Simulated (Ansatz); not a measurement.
# H2Pb (model cell, started as rutile): following an unstable mode

Which phase does H2Pb (model cell, started as rutile) fall into along its unstable mode, and how much energy does it gain?

Program: Ansatz 0.2.0. Level of theory: DFT PBEsol, scalar-relativistic, plane waves, PAW. Results are calculated unless marked as measured.

The structure was built from a prototype and need not be the compound's stable phase.

### Step 1. Starting point

The structure is tetragonal, space group P4_2/mnm (No. 136). Conventional cell: a = 4.954 Å, b = 4.954 Å, c = 3.759 Å, α = 90.00°, β = 90.00°, γ = 90.00°. Nearest to Pb lie 6 H at 2.21 to 2.28 Å. H has 3 Pb at 2.21 to 2.28 Å nearest. Farther neighbours are not listed.

### Step 2. Response at finite wavevector

The cell comes from relaxations at this level that are not shown. Stability and thermal properties need the whole zone. Linear response on a 2×2×2 q mesh gives force constants as far as a supercell of that size would.

Input file input.yaml:

```yaml
crystal:
  lattice:
    - [4.9543492694, 0.0, 0.0]
    - [0.0, 4.9543492694, 0.0]
    - [0.0, 0.0, 3.7593839155]
  atoms:
    - { symbol: Pb, position: [0.0, 0.0, 0.0] }
    - { symbol: Pb, position: [0.5, 0.5, 0.5] }
    - { symbol: H, position: [0.3153257571, 0.3153257571, 0.0] }
    - { symbol: H, position: [0.6846742429, 0.6846742429, 0.0] }
    - { symbol: H, position: [0.8153257571, 0.1846742429, 0.5] }
    - { symbol: H, position: [0.1846742429, 0.8153257571, 0.5] }
kpoints:
  mp_grid: { grid: [6, 6, 8] }
hamiltonian:
  xc: pbesol
scf:
  occupations: { method: methfessel_paxton, width: 0.15 }
output:
  eigenvalues: true
phonons:
  method: dfpt
  qmesh: [2, 2, 2]
  temperatures: { t_max: 1000, t_step: 50 }
  qpath:
    path:
      - [[0.0, 0.0, 0.0], [0.0, 0.5, 0.0], [0.5, 0.5, 0.0], [0.0, 0.0, 0.0], [0.0, 0.0, 0.5], [0.0, 0.5, 0.5], [0.5, 0.5, 0.5], [0.0, 0.0, 0.5]]
      - [[0.0, 0.5, 0.0], [0.0, 0.5, 0.5]]
      - [[0.5, 0.5, 0.0], [0.5, 0.5, 0.5]]
    npoints: 10
```

Started as:

```console
> ansatz run input.yaml --threads 8 --pin off --max-ram 14336MiB --backend cpu --events-out ev --progress --plain --runs-dir out
```

Numbers of over 12 decimals in the logs are rounded to 6 here.

Log:

```text
Warning: phonons: the dynamical matrix that this run interpolates holds no multipole term above the dipole-dipole one, and a site of this crystal is no centre of inversion, so its interpolated transverse optical and acoustic branches and sound speeds can stay off near Gamma, and the density of states and the thermodynamics with them. What a run solves at a wave vector of phonons.qpoints, Gamma apart, where the deck admits one, is free of this, and under fd what a larger phonons.supercell samples
Engine: ansatz 0.2.0, aarch64-unknown-linux-gnu
Pseudopotentials: kind: paw
Pseudopotential: Pb, paw, valence charge 14, recommended cutoff 420 eV (normal), Pb.paw.azcp
Pseudopotential: H, paw, valence charge 1, recommended cutoff 420 eV (normal), H.paw.azcp
Functional definition: PBEsol
  exchange = pbesol_x
  correlation = pbesol_c
Crystal: 6 atoms, lattice volume = 92.276 Å³
Basis set: ecut = 420 eV, 1833 PW (Γ), exchange–correlation on 72×72×60 points (8 copies of the dense FFT grid, shifted against one another)
Bands: 22, of which v1, the nominal top of the filled ones, is band 16 counted from 1 (15 counted from 0)
Symmetry: 16 space group operations
k-points: 50 of 288
Non-local potential: Pb, projectors of the file, l = 0: 2, l = 1: 2, l = 2: 2, l = 3: 2
Non-local potential: H, projectors of the file, l = 0: 2, l = 1: 1
PAW form: soft (Blöchl's): semilocal exchange-correlation on the pseudo side does not see the compensation charge
PAW frozen core: Pb, regenerated for the run's functional, and the local potential with it (the file was generated under x = pbe(κ = 0.804, μ = 0.219515), c = pbe(β = 0.066725))
PAW one-centre angular grid: Pb, 590 points (default); XC on 64 Gauss nodes
PAW one-centre angular grid: H, 110 points (default); XC on 64 Gauss nodes
Initial density: superposition of atomic densities (neutral atoms: chi_scale 0, normalization atom), corrected by the library's trained network
Initial wavefunctions: pseudopotential atomic-orbital guess
Functional: x = pbesol(κ = 0.804, μ = 0.123457), c = pbesol(β = 0.046)
SCF iter   1: F=—  HF=-23569.821357 eV  |F-HF|=—  |Δ(HF+E_count)|=         —  Δρ=9.73e-3  dr2=7.98e-2  ethr=1.77e-3  ⟨swp⟩=6.2  Hψ=5324  notcnv=0
preconditioner: auto → Resta (q_TF=auto, 2.287 Å⁻¹)  ε∞=2.9  [insulator: Δε(μ)=0.153 eV  Ē_g=16.065 eV  σ=0.150 eV  W_gap=0.61  n_scr=18 (ndim 8)  ℏωp=21.9 eV  f_vac=0.001  D(μ)=1.38/eV (n_scr^D=4)  ε∞_Penn≈2.9]
SCF iter   2: F=—  HF=-23569.796481 eV  |F-HF|=—  |Δ(HF+E_count)|=   2.49e-2  S|Δr|=    0.00e0  Δρ=3.67e-3  dr2=1.21e-2  ethr=2.49e-4  ⟨swp⟩=1.1  Hψ=1508  notcnv=0  defer=2
SCF iter   3: F=—  HF=-23569.792600 eV  |F-HF|=—  |Δ(HF+E_count)|=   3.88e-3  S|Δr|=    0.00e0  Δρ=3.38e-4  dr2=1.00e-4  ethr=3.77e-5  ⟨swp⟩=2.0  Hψ=1247  notcnv=0  defer=2
SCF iter   4: F=—  HF=-23569.792640 eV  |F-HF|=—  |Δ(HF+E_count)|=   4.01e-5  S|Δr|=    0.00e0  Δρ=1.59e-4  dr2=2.05e-5  ethr=3.12e-7  ⟨swp⟩=2.1  Hψ=1435  notcnv=0  defer=2
SCF iter   5: F=—  HF=-23569.792654 eV  |F-HF|=—  |Δ(HF+E_count)|=   1.45e-5  S|Δr|=    0.00e0  Δρ=3.09e-5  dr2=7.81e-7  ethr=6.40e-8  ⟨swp⟩=2.0  Hψ=1333  notcnv=0  defer=2
SCF iter   6: F=—  HF=-23569.792653 eV  |F-HF|=—  |Δ(HF+E_count)|=   8.64e-7  S|Δr|=    0.00e0  Δρ=6.09e-6  dr2=3.82e-8  ethr=2.44e-9  ⟨swp⟩=2.0  Hψ=1848  notcnv=0  defer=2
SCF iter   7: F=—  HF=-23569.792653 eV  |F-HF|=—  |Δ(HF+E_count)|=   2.31e-8  S|Δr|=    0.00e0  Δρ=2.22e-6  dr2=3.41e-9  ethr=1.19e-10  ⟨swp⟩=3.0  Hψ=1868  notcnv=0  defer=2
SCF iter   8: F=—  HF=-23569.792653 eV  |F-HF|=—  |Δ(HF+E_count)|=  8.55e-10  S|Δr|=    0.00e0  Δρ=2.85e-7  dr2=7.41e-11  ethr=1.06e-11  ⟨swp⟩=2.0  Hψ=1782  notcnv=0  defer=2
SCF iter   9: F=-23569.792653 eV  HF=-23569.792653 eV  |F-HF|=3.64e-12  |Δ(HF+E_count)|=  2.91e-11  S|Δr|=    0.00e0  Δρ=4.15e-8  dr2=1.02e-12  ethr=1.00e-12  ⟨swp⟩=10.3  Hψ=6321  notcnv=0
SCF 1 converged in 9 iterations: F = -23569.792653 eV  dr2 = 1.02e-12
  greatest PAW one-centre occupation: 0.980 electrons in one spin orbital (limit 2), on the Pb atom at site 1 (counted from 0), in its partial waves of l = 2
Initial density: read from a saved state, or passed on in memory by an earlier SCF of this step, an earlier step, the calling program or the single point that the run made first
iter 1 solved again at ethr=4.16e-7 eV; its pass at ethr=3.10e-3 eV (dr2=1.33e-4 eV) is discarded
SCF iter   1: F=—  HF=-23569.792656 eV  |F-HF|=—  |Δ(HF+E_count)|=         —  Δρ=1.41e-6  dr2=1.03e-9  ethr=4.16e-7  ⟨swp⟩=3.5  Hψ=8425  notcnv=0
eigensolver tolerance schedule: the retry pair's looser diagonalisation over-reported the residual by 129855.56 of it (diagonalisation noise at an unbounded share of the residual, at the tolerance the schedule requests for it); recorded, not acted on — ethr = c·dr2/N_el stays at c = 1.0e-1
preconditioner: auto → Kerker (q_TF=auto, 2.287 Å⁻¹)  [metal: Δε(μ)=0.039 eV  Ē_g=16.042 eV  σ=0.150 eV  W_gap=0.22  n_scr=18 (ndim 8)  ℏωp=21.9 eV  f_vac=0.000  D(μ)=1.39/eV (n_scr^D=4)]
SCF iter   2: F=—  HF=-23569.792653 eV  |F-HF|=—  |Δ(HF+E_count)|=   2.82e-6  S|Δr|=    0.00e0  Δρ=7.53e-7  dr2=3.05e-10  ethr=3.20e-12  ⟨swp⟩=3.7  Hψ=2627  notcnv=0
SCF iter   3: F=—  HF=-23569.792653 eV  |F-HF|=—  |Δ(HF+E_count)|=  9.09e-11  S|Δr|=    0.00e0  Δρ=4.77e-7  dr2=1.20e-10  ethr=1.00e-12  ⟨swp⟩=1.0  Hψ=1125  notcnv=0
SCF iter   4: F=—  HF=-23569.792653 eV  |F-HF|=—  |Δ(HF+E_count)|=  3.64e-11  S|Δr|=    0.00e0  Δρ=2.29e-7  dr2=2.67e-11  ethr=1.00e-12  ⟨swp⟩=1.0  Hψ=1100  notcnv=0
SCF iter   5: F=—  HF=-23569.792653 eV  |F-HF|=—  |Δ(HF+E_count)|=  1.09e-11  S|Δr|=    0.00e0  Δρ=1.70e-7  dr2=1.48e-11  ethr=1.00e-12  ⟨swp⟩=3.1  Hψ=3051  notcnv=0
SCF iter   6: F=-23569.792653 eV  HF=-23569.792653 eV  |F-HF|=3.64e-12  |Δ(HF+E_count)|=    0.00e0  S|Δr|=    0.00e0  Δρ=6.94e-8  dr2=2.48e-12  ethr=1.00e-12  ⟨swp⟩=2.0  Hψ=2099  notcnv=0
SCF 2 converged in 6 iterations: F = -23569.792653 eV  dr2 = 2.48e-12
phonons: the bands overlap, so this run is a metal and interpolates without the dipole-dipole term. If the crystal is really an insulator or semiconductor, its LO-TO splitting is missing
NSCF: frozen V_eff on 50 k-points
NSCF: frozen V_eff on 100 k-points
DFPT response loops at q = (0, 0, 0) (fractional): preconditioner auto → Kerker (q_TF=auto, 2.287 Å⁻¹) (partly filled bands, converged f_vac=0.000); β = 1.00, the filter's whole step (`scf.mixing.beta` (0.50) is not read by the response loops under this deck's `scf.mixing.preconditioner`; to damp them name `kerker` or `kerker_dos`, under which they read `scf.mixing.beta`, and type it under 1.00, their step now; both keys bind the ground state too); Broyden in place of MSR1
NSCF: frozen V_eff on 200 k-points
DFPT response loops at q = (0, 0, -0.5) (fractional): mixed as the last ones told, above
NSCF: frozen V_eff on 200 k-points
DFPT response loops at q = (0, -0.5, 0) (fractional): mixed as the last ones told, above
NSCF: frozen V_eff on 200 k-points
DFPT response loops at q = (0, -0.5, -0.5) (fractional): mixed as the last ones told, above
NSCF: frozen V_eff on 200 k-points
DFPT response loops at q = (-0.5, -0.5, 0) (fractional): mixed as the last ones told, above
NSCF: frozen V_eff on 200 k-points
DFPT response loops at q = (-0.5, -0.5, -0.5) (fractional): mixed as the last ones told, above
SCF converged after 9 iterations
Stability not checked: this state was not tested for a lower state beside it, because cold or Methfessel-Paxton smearing, or corrected tetrahedra, fill the levels in a way that the test cannot read (fill_not_monotonic; see scf.lower_state_search)
Free energy (F): -23569.792653 eV
Harris-Foulkes:  -23569.792653 eV  (|F-HF|=3.64e-12)
Internal energy: -23569.790624 eV  (E = F + TS)
E sigma→0 (E₀):  -23569.792146 eV
Entropy (-TS):   -0.002030 eV (-0.338 meV/atom)
Fermi energy:    6.982508 eV
--- Per-component energies (eV) ---
  E_band       = -187.082317
  E_kinetic    = 626.788916
  E_local      = -2523.985347  (includes V_loc(G=0)·N_el)
  E_nonlocal   = 709.029321
  E_hartree    = 990.124429
  E_xc         = -471.770202
  E_vxc        = -309.275908  (∫ρ·V_xc dr)
  E_paw        = -20511.302160  (= ΣΔE_a)
  E_vpaw       = -669.884279  (= ΣTr[D̂ρ^β])
  E_aug_tail   = -0.003908  (compensation charges beyond the density's cutoff)
  E_ewald      = -2388.795905
  E_core_change = 0.124233  (= ΣΔE_core)
  E_smearing   = -0.002030  (= −TS)
  E_closure    = -0.000000  (closes the sum)
  Σ components = -23569.792653   (vs F -23569.792653, Δ=0.00e0)
--- Band table (eV; the first three rows and the last of 50) ---
  k-point 0: bands = [... 12 lower, 1.9760, 1.9760, 5.3964, 8.3554, 9.3089, 9.5230, 9.5230, 9.8669, ... 2 higher]
  k-point 1: bands = [... 12 lower, 2.1435, 2.1435, 4.3050, 8.3350, 9.1445, 9.4546, 9.6363, 9.6363, ... 2 higher]
  k-point 2: bands = [... 12 lower, 2.6048, 2.6048, 2.6769, 6.1406, 9.3430, 9.3430, 9.8934, 10.1240, ... 2 higher]
  k-point 49: bands = [... 12 lower, 1.8331, 1.8331, 2.7900, 2.7900, 6.1066, 6.1066, 12.3770, 12.3770, ... 2 higher]
--- Phonons (Γ-DFPT): 4 representative perturbations + reference (Σ response iterations 13) ---
  ASR residual: 1.735e-5 → 0.000e0 eV/Å²; symmetrization residual: 6.101e-7 eV/Å²
  ASR residual per site (eV/Å²): 1.73e-5 1.73e-5 3.84e-6 3.84e-6 3.84e-6 3.84e-6
  Γ frequencies (cm⁻¹): -431.21 -215.45 0.00 0.00 0.00 53.03 78.76 78.76 156.36 346.58 346.58 431.32 431.32 526.29 718.42 718.42 959.12 1068.84
--- Phonons (arbitrary-q DFPT): 6 irreducible q on the 2×2×2 mesh ---
  q = [0.0000, 0.0000, 0.0000] (star 1, of the zone-centre solve; hermiticity 3.39e-7, symmetrization 2.98e-12): -431.21 -215.45 0.00 0.00 0.00 53.03 78.76 78.76 156.36 346.58 346.58 431.32 431.32 526.29 718.42 718.42 959.12 1068.84
  q = [0.0000, 0.0000, -0.5000] (star 1, 4 solved perturbations in 330 linear systems a pass and spin channel, the states on 100 of 288 k-point pairs; hermiticity 1.95e-7, symmetrization 2.55e-12): -773.33 -773.33 -193.82 -193.82 56.69 56.69 59.67 59.67 103.67 103.67 400.17 400.17 661.04 661.04 677.78 677.78 929.67 929.67
  q = [0.0000, -0.5000, 0.0000] (star 2, 6 solved perturbations on 100 of 288 k-point pairs; hermiticity 3.19e-7, symmetrization 2.97e-13): -209.94 -209.94 37.57 37.57 49.53 49.53 60.50 60.50 253.07 253.07 463.20 463.20 733.15 733.15 752.66 752.66 899.66 899.66
  q = [0.0000, -0.5000, -0.5000] (star 2, 6 solved perturbations on 100 of 288 k-point pairs; hermiticity 2.89e-7, symmetrization 2.04e-13): -611.23 -611.23 42.62 42.62 58.31 58.31 98.54 98.54 274.12 274.12 288.80 288.80 589.09 589.09 679.74 679.74 973.67 973.67
  q = [-0.5000, -0.5000, 0.0000] (star 1, 4 solved perturbations in 330 linear systems a pass and spin channel, the states on 100 of 288 k-point pairs; hermiticity 2.38e-7, symmetrization 1.73e-12): -309.08 -309.08 11.17 11.17 34.27 34.27 55.07 55.07 303.89 303.89 376.17 376.17 476.62 476.62 730.49 730.49 998.42 998.42
  q = [-0.5000, -0.5000, -0.5000] (star 1, 4 solved perturbations in 330 linear systems a pass and spin channel, the states on 100 of 288 k-point pairs; hermiticity 1.90e-7, symmetrization 1.04e-12): -675.04 -675.04 42.96 42.96 64.28 64.28 99.20 99.20 346.02 346.02 395.30 395.30 650.29 650.29 664.80 664.80 938.74 938.74
  sum rule: each row above includes the acoustic sum rule's correction from the zone centre's row sums; it moved no ω² by more than (1.02 cm⁻¹)²
  mesh force constants: q→R imaginary residual 2.38e-17; ASR residual 1.735e-5 → 0.000e0 eV/Å²; symmetrization residual 1.776e-15 eV/Å²
  interpolated dispersion: 93 rows × 18 modes
  density of states and harmonic sums: on the 14×14×16 q-mesh, interpolated from the force constants of a 2×2×2 supercell (no non-analytic term)
  largest difference from the sums on the solved wave vectors: F 1.89e-1 eV, S 2.69e-4 and C_V 9.56e-5 eV/K
  zero-point energy: 0.376710 eV/cell   skipped modes (ω ≤ 0): 571, of them read as no rigid motion or as one in doubt: 568 (1.663e0 modes/cell left out, lowest -773.33 cm⁻¹)   left out of the sums: 9.24e-2 of the cell's modes: C_V's classical limit lies that fraction below 3 k_B per atom; for a crystal, a wire or a layer, F and S can be off by more, and a phonons.interpolated_qmesh denser along its periods is the remedy for the sampling
```

Elapsed: 83 s, on 8 threads of Arm Neoverse V1, shared host; peak memory 0.93 GiB.

This step gave:

```yaml
volume_per_atom: 15.38 Å³
gap_on_the_k_mesh: 0 eV
sum_rule_residual_before_enforcement: 1.73e-5 eV/Å²
lowest_frequency_on_the_path: -773.3 cm⁻¹
point_group: 4/mmm
highest_frequency_on_the_path_or_at_a_solved_wavevector: 1069 cm⁻¹
highest_optical_mode_at_the_zone_centre_no_lo_to_term: 1069 cm⁻¹
lowest_optical_zone_centre_mode: -431.2 cm⁻¹
lowest_mode_on_the_q_mesh_acoustic_modes_at_gamma_apart: -773.3 cm⁻¹
```

Frequencies (cm⁻¹) solved at each irreducible wavevector; negative means imaginary. Frequencies by wavevector, by row:

| q in reciprocal lattice units | star | mode 1 | mode 2 | mode 3 | mode 4 | mode 16 | mode 17 | mode 18 |
| --- | --- | --- | --- | --- | --- | --- | --- | --- |
| 0 0 0 | 1 | -431.2 | -215.4 | 0 | 0 | 718.4 | 959.1 | 1069 |
| 0 0 -0.5 | 1 | -773.3 | -773.3 | -193.8 | -193.8 | 677.8 | 929.7 | 929.7 |
| 0 -0.5 0 | 2 | -209.9 | -209.9 | 37.6 | 37.6 | 752.7 | 899.7 | 899.7 |
| 0 -0.5 -0.5 | 2 | -611.2 | -611.2 | 42.6 | 42.6 | 679.7 | 973.7 | 973.7 |
| -0.5 -0.5 0 | 1 | -309.1 | -309.1 | 11.2 | 11.2 | 730.5 | 998.4 | 998.4 |
| -0.5 -0.5 -0.5 | 1 | -675 | -675 | 43 | 43 | 664.8 | 938.7 | 938.7 |

Interpolated from a 2×2×2 q mesh, rough between the solved points. Phonon branches along the path, in cm⁻¹:

```csv
point,branch 1,branch 2,branch 3,branch 4,branch 15,branch 16,branch 17,branch 18
Γ,-431,-215,0,0,718,718,959,1069
halfway,-360,-176,20,30,736,736,918,1028
X,-210,-210,38,38,753,753,900,900
halfway,-264,-264,35,35,742,742,965,965
M,-309,-309,11,11,730,730,998,998
halfway,-332,-199,20,22,735,742,856,1035
Γ,-431,-215,0,0,718,718,959,1069
halfway,-233,-233,22,22,567,567,931,1012
Z,-773,-773,-194,-194,678,678,930,930
halfway,-698,-698,-51,-51,677,677,955,955
R,-611,-611,43,43,680,680,974,974
halfway,-643,-643,50,50,673,673,959,959
A,-675,-675,43,43,665,665,939,939
halfway,-694,-644,48,48,664,695,930,979
Z,-773,-773,-194,-194,678,678,930,930
jump to X,-210,-210,38,38,753,753,900,900
halfway,20,20,50,50,674,674,932,932
R,-611,-611,43,43,680,680,974,974
jump to M,-309,-309,11,11,730,730,998,998
halfway,11,11,62,62,578,578,964,964
A,-675,-675,43,43,665,665,939,939
```

Symmetry leaves 6 wavevectors to solve. The lowest mode among them, the acoustic zeros apart, lies at q = (0, 0, -0.5) and is imaginary, 773.3i cm⁻¹, so the energy falls along it.

### Step 3. The mode frozen in, largest atomic shift 0 Å

The mode followed lies at q = (-0.5, -0.5, -0.5) with frequency 675.0i cm⁻¹ and is 2-fold degenerate, one of the unstable modes though not the softest. At small amplitude the distorted cell has space group no. 122 by a symmetry search on the positions. The undistorted cell that holds it gives the zero of energy on the same k mesh.

System of this step: H2Pb (model cell, started as rutile). Symmetry: P4_2/mnm, No. 136, tetragonal system. The conventional cell has a = 4.954 Å, b = 4.954 Å, c = 3.759 Å, α = 90.00°, β = 90.00°, γ = 90.00°. Pb has 6 H at 2.21 to 2.28 Å nearest. H has 3 Pb at 2.21 to 2.28 Å nearest. Farther neighbours are not listed.

Input file input.yaml:

```yaml
crystal:
  lattice:
    - [4.9543492694, 0.0, 3.7593839155]
    - [4.9543492694, 0.0, -3.7593839155]
    - [0.0, 4.9543492694, 3.7593839155]
  atoms:
    - { symbol: Pb, position: [0.0, 0.0, 0.0] }
    - { symbol: Pb, position: [0.5, 0.5, 0.0] }
    - { symbol: Pb, position: [0.25, 0.25, 0.5] }
    - { symbol: Pb, position: [0.75, 0.75, 0.5] }
    - { symbol: H, position: [0.0, 0.3153257571, 0.3153257571] }
    - { symbol: H, position: [0.5, 0.8153257571, 0.3153257571] }
    - { symbol: H, position: [0.0, 0.6846742429, 0.6846742429] }
    - { symbol: H, position: [0.5, 0.1846742429, 0.6846742429] }
    - { symbol: H, position: [0.5653257571, 0.25, 0.1846742429] }
    - { symbol: H, position: [0.0653257571, 0.75, 0.1846742429] }
    - { symbol: H, position: [0.9346742429, 0.25, 0.8153257571] }
    - { symbol: H, position: [0.4346742429, 0.75, 0.8153257571] }
kpoints:
  mp_grid: { grid: [6, 6, 6] }
hamiltonian:
  xc: pbesol
scf:
  occupations: { method: methfessel_paxton, width: 0.15 }
output:
  forces: true
  stress: true
  eigenvalues: true
```

Log:

```text
[...]
Crystal: 12 atoms, lattice volume = 184.552 Å³
Basis set: ecut = 420 eV, 3649 PW (Γ), exchange–correlation on 90×90×90 points (8 copies of the dense FFT grid, shifted against one another)
Bands: 44, of which v1, the nominal top of the filled ones, is band 32 counted from 1 (31 counted from 0)
Symmetry: 32 space group operations
[...]
k-points: 30 of 216
[...]
k-point 0: bands = [... 28 lower, 2.7938, 2.7938, 5.4013, 6.1068, 6.1068, 8.3561, 9.3097, 9.5238, ... 8 higher]
  k-point 1: bands = [... 28 lower, 3.5577, 3.5577, 5.1246, 6.3861, 6.3861, 7.9899, 8.5230, 9.2855, ... 8 higher]
  k-point 2: bands = [... 28 lower, 4.5249, 4.8481, 4.8481, 6.3552, 7.0213, 7.0213, 9.0075, 9.2620, ... 8 higher]
  k-point 29: bands = [... 28 lower, 3.5240, 3.5240, 7.6646, 7.6646, 7.7298, 7.7298, 10.0077, 10.0077, ... 8 higher]
[key lines of the parts left out:]
SCF converged after 7 iterations
Free energy (F): -47139.549020 eV
Fermi energy:    6.932391 eV
P = ⅓ Tr σ = 0.0977 GPa (0.977 kbar)
```

The job ended after 2.3 s (8 threads; peak memory 0.78 GiB).

This step gave:

| Property | Result |
| --- | --- |
| pressure | 0.09769 GPa |
| energy from the undistorted cell | 0 meV/atom |

The run ends at a pressure of 0.10 GPa, with forces up to 0.0061 eV/Å.

(Continued in part 2 of 2.)

[Logs are printed without paths, hosts, clocks, repeated set-up lines and the standing remarks that a program may print on its own settings, such as how far it seeks lower states.]

[Hosts, paths, dates, database ids (printed as entryN), source tags and the programs' standing remarks are cut or masked in the printed files.]
